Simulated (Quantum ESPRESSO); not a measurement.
# ZnS (F-43m): how pressure shifts the optical phonon

Aim: the Grüneisen parameter and the pressure coefficient of an optical mode of ZnS (F-43m).

Calculated with Quantum ESPRESSO 7.5; DFT LDA, scalar-relativistic, plane waves, PseudoDojo norm-conserving pseudopotentials.

The database entry behind the starting cell differs from later determinations by our own check (about 0.1 % short), so it need not match the best structure at ambient conditions.

## 1. The relaxed structure

It takes space group F-43m (No. 216, cubic). The conventional cell has a = 5.297 Å, b = 5.297 Å, c = 5.297 Å, α = 90.00°, β = 90.00°, γ = 90.00°. Nearest to Zn lie 4 S at 2.29 Å. S has 4 Zn at 2.29 Å nearest. Farther neighbours and most contacts between anions are not listed.

As a file:

```xyz
2
Lattice="-2.6487 0.0000 2.6487 0.0000 2.6487 2.6487 -2.6487 2.6487 0.0000" Properties=species:S:1:pos:R:3 pbc="T T T"
Zn   -1.3244    1.3244    1.3244
S     0.0000    0.0000    0.0000
```

This is the cell after its relaxation at this level of theory, not the database cell from which that began.

## 2. Runs at several volumes

The relaxed cell is scaled uniformly; in this structure symmetry fixes all atoms, so nothing has to be relaxed anew. Each volume gets a ground state and a response at Γ. The mode followed is the highest one without the macroscopic field, of symmetry T2; longitudinal polar modes lie higher. Cutoff 92 Ry, k mesh 10×10×10.

From the response at V/V₀ = 0.97:

The program printed:

```text
[banners, grids, parts of the stress and lines that vanish by symmetry left out]
Program PHONON v.7.5
     Reading xml data from directory:

[...]
Exchange-correlation= PW
                           (   1   4   0   0   0   0   0)
[...]
kinetic-energy cut-off    =      92.0000  Ry
     charge density cut-off    =     368.0000  Ry
     convergence threshold     =      1.0E-18
[...]
Exchange-correlation= PW
                           (   1   4   0   0   0   0   0)
[...]
q = (   0.0000000   0.0000000   0.0000000 )
     25 Sym.Ops. (with q -> -q+G )
     G cutoff =  915.3893  (  29003 G-vectors)     FFT grid: ( 45, 45, 45)
     number of k points=    47
[...]
Mode symmetry, T_d (-43m)  point group:
[...]
Dielectric constant
[...]
End of electric fields calculation
          Dielectric constant in cartesian axis
          (       6.243266891      -0.000000000      -0.000000000 )
          (       0.000000000       6.243266891      -0.000000000 )
          (       0.000000000       0.000000000       6.243266891 )
          Effective charges (d Force / dE) in cartesian axis without acoustic sum rule applied (asr)
           atom    1  Zn    Mean Z*:        1.86425
      Ex  (        1.86425        0.00000        0.00000 )
      Ey  (       -0.00000        1.86425        0.00000 )
      Ez  (        0.00000        0.00000        1.86425 )
           atom    2  S     Mean Z*:       -1.86822
      Ex  (       -1.86822        0.00000        0.00000 )
      Ey  (        0.00000       -1.86822        0.00000 )
      Ez  (        0.00000        0.00000       -1.86822 )
          Effective charges Sum: Mean:       -0.00397
[...]
Effective charges (d Force / dE) in cartesian axis with asr applied:
           atom    1  Zn    Mean Z*:        1.86624
[...]
atom    2  S     Mean Z*:       -1.86624
[...]
Representation #   1 modes #   1   2   3
[...]
End of self-consistent calculation
     Convergence has been achieved
     Representation #   2 modes #   4   5   6
[...]
End of self-consistent calculation
     Convergence has been achieved
[...]
Dielectric constant in cartesian axis
          (       6.243266891      -0.000000000      -0.000000000 )
          (       0.000000000       6.243266891      -0.000000000 )
          (       0.000000000       0.000000000       6.243266891 )
          Effective charges (d Force / dE) in cartesian axis without acoustic sum rule applied (asr)
           atom    1  Zn    Mean Z*:        1.86425
      Ex  (        1.86425        0.00000        0.00000 )
      Ey  (       -0.00000        1.86425        0.00000 )
      Ez  (        0.00000        0.00000        1.86425 )
           atom    2  S     Mean Z*:       -1.86822
      Ex  (       -1.86822        0.00000        0.00000 )
      Ey  (        0.00000       -1.86822        0.00000 )
      Ez  (        0.00000        0.00000       -1.86822 )
          Effective charges Sum: Mean:       -0.00397
[...]
Effective charges (d Force / dE) in cartesian axis with asr applied:
           atom    1  Zn    Mean Z*:        1.86624
[...]
atom    2  S     Mean Z*:       -1.86624
[...]
q = (    0.000000000   0.000000000   0.000000000 )
[...]
freq (    1) =      -0.085956 [THz] =      -2.867180 [cm-1]
     freq (    2) =      -0.085956 [THz] =      -2.867180 [cm-1]
     freq (    3) =      -0.085956 [THz] =      -2.867180 [cm-1]
     freq (    4) =       9.198125 [THz] =     306.816420 [cm-1]
     freq (    5) =       9.198125 [THz] =     306.816420 [cm-1]
     freq (    6) =       9.198125 [THz] =     306.816420 [cm-1]
[...]
Mode symmetry, T_d (-43m)  point group:
     freq (   1-   3) =         -2.9  [cm-1]   --> T_2  G_15 P_4   I+R
     freq (   4-   6) =        306.8  [cm-1]   --> T_2  G_15 P_4   I+R

   JOB DONE.
```

One volume, V/V₀ = 1, is held back as a test.

| V/V₀ | volume (Å³/atom) | pressure (GPa) | ω (cm⁻¹) |
| --- | --- | --- | --- |
| 0.97 | 18.026 | 2.77 | 306.82 |
| 1 | 18.583 | 0.00 | held back |
| 1.03 | 19.141 | -2.35 | 276.41 |

## 3. The fit

The mode Grüneisen parameter is γ = −d ln ω / d ln V.

| ln(V/V₀) | ln ω |
| --- | --- |
| -0.0305 | 5.7263 |
| 0.0296 | 5.6219 |

A straight line through these points has the slope -1.739, so γ = 1.74; at V/V₀ = 1 it predicts ω = exp(5.6733 + 0.0000) = 290.99 cm⁻¹.

A parabola of pressure against ln V through V/V₀ = 0.97, 1 and 1.03 gives the bulk modulus B = −dP/d ln V = 85 GPa at V₀. With ω₀ from the fitted line the pressure coefficient follows as dω/dP = γ ω₀ / B = 1.74 × 291.0 / 85 = 5.93 cm⁻¹/GPa.

## 4. The run that was held back

The program printed:

```text
[banners, grids, parts of the stress and lines that vanish by symmetry left out]
[banner, memory and clock lines left out]
Program PHONON v.7.5

[...]
Exchange-correlation= PW
                           (   1   4   0   0   0   0   0)
[...]
(   3 q-points):
[...]
kinetic-energy cut-off    =      92.0000  Ry
     charge density cut-off    =     368.0000  Ry
     convergence threshold     =      1.0E-18
[...]
Exchange-correlation= PW
                           (   1   4   0   0   0   0   0)
[...]
q = (   0.0000000   0.0000000   0.0000000 )
     25 Sym.Ops. (with q -> -q+G )
     G cutoff =  934.1674  (  29939 G-vectors)     FFT grid: ( 45, 45, 45)
     number of k points=    47
[...]
Mode symmetry, T_d (-43m)  point group:
[...]
Dielectric constant
[...]
End of electric fields calculation
          Dielectric constant in cartesian axis
          (       6.253084082       0.000000000       0.000000000 )
          (       0.000000000       6.253084082       0.000000000 )
          (       0.000000000       0.000000000       6.253084082 )
          Effective charges (d Force / dE) in cartesian axis without acoustic sum rule applied (asr)
           atom    1  Zn    Mean Z*:        1.90829
      Ex  (        1.90829        0.00000        0.00000 )
      Ey  (        0.00000        1.90829       -0.00000 )
      Ez  (        0.00000       -0.00000        1.90829 )
           atom    2  S     Mean Z*:       -1.91235
      Ex  (       -1.91235       -0.00000        0.00000 )
      Ey  (       -0.00000       -1.91235        0.00000 )
[...]
q = (    0.500000000  -0.500000000   0.500000000 )
[...]
freq (    1) =       2.066203 [THz] =      68.921118 [cm-1]
     freq (    2) =       2.066203 [THz] =      68.921118 [cm-1]
     freq (    3) =       5.968388 [THz] =     199.084011 [cm-1]
     freq (    4) =       9.155851 [THz] =     305.406319 [cm-1]
     freq (    5) =       9.155851 [THz] =     305.406319 [cm-1]
     freq (    6) =      10.374535 [THz] =     346.057227 [cm-1]
[...]
Mode symmetry, C_3v (3m)   point group:
     freq (   1-   2) =         68.9  [cm-1]   --> E    L_3
     freq (   3-   3) =        199.1  [cm-1]   --> A_1  L_1
     freq (   4-   5) =        305.4  [cm-1]   --> E    L_3
     freq (   6-   6) =        346.1  [cm-1]   --> A_1  L_1
[...]
Mode symmetry, D_2d (-42m) point group:
[...]
Representation #   1 mode #   1
[...]
Convergence has been achieved
     Representation #   2 mode #   2
[...]
Convergence has been achieved
     Representation #   3 modes #   3   4
[...]
End of self-consistent calculation
     Convergence has been achieved
     Representation #   4 modes #   5   6
[...]
End of self-consistent calculation
     Convergence has been achieved
[...]
q = (    0.000000000  -1.000000000   0.000000000 )
[...]
freq (    1) =       2.777043 [THz] =      92.632178 [cm-1]
     freq (    2) =       2.777043 [THz] =      92.632178 [cm-1]
     freq (    3) =       6.517404 [THz] =     217.397195 [cm-1]
     freq (    4) =       9.728139 [THz] =     324.495783 [cm-1]
     freq (    5) =       9.728139 [THz] =     324.495783 [cm-1]
     freq (    6) =      10.023000 [THz] =     334.331292 [cm-1]
[...]
Mode symmetry, D_2d (-42m) point group:
     freq (   1-   2) =         92.6  [cm-1]   --> E    X_5  W_3
     freq (   3-   3) =        217.4  [cm-1]   --> A_1  X_1  W_1
     freq (   4-   5) =        324.5  [cm-1]   --> E    X_5  W_3
     freq (   6-   6) =        334.3  [cm-1]   --> B_2  X_3  W_2
```

It gives 291.19 cm⁻¹ against the predicted 290.99 cm⁻¹, a miss of 0.2 cm⁻¹.

## 5. Outcome

```
mode Grüneisen parameter : 1.739
bulk modulus             : 85.3 GPa
pressure coefficient     : 5.93 cm⁻¹/GPa
```

What this shows: The highest optical mode of ZnS (F-43m) without the LO-TO term stiffens by 5.93 cm⁻¹ a GPa near the relaxed volume, with γ = 1.74. The power law meets all 3 runs within 0.07 %; between neighbouring volumes γ runs from 1.72 to 1.76. Such a coefficient turns a measured shift of this mode into a hydrostatic stress; uniaxial or biaxial stress splits the mode and needs deformation potentials. These are harmonic values at zero temperature for the structure held cubic, which a run at Γ can't show to be stable; the bulk modulus rests on three points.

[Host names and launcher messages were left out of these logs when they were recorded.]

[Logs are printed without paths, hosts, clocks, repeated set-up lines and the standing remarks that a program may print on its own settings, such as how far it seeks lower states.]

[Hosts, paths, dates, database ids (printed as entryN), source tags and the programs' standing remarks are cut or masked in the printed files.]
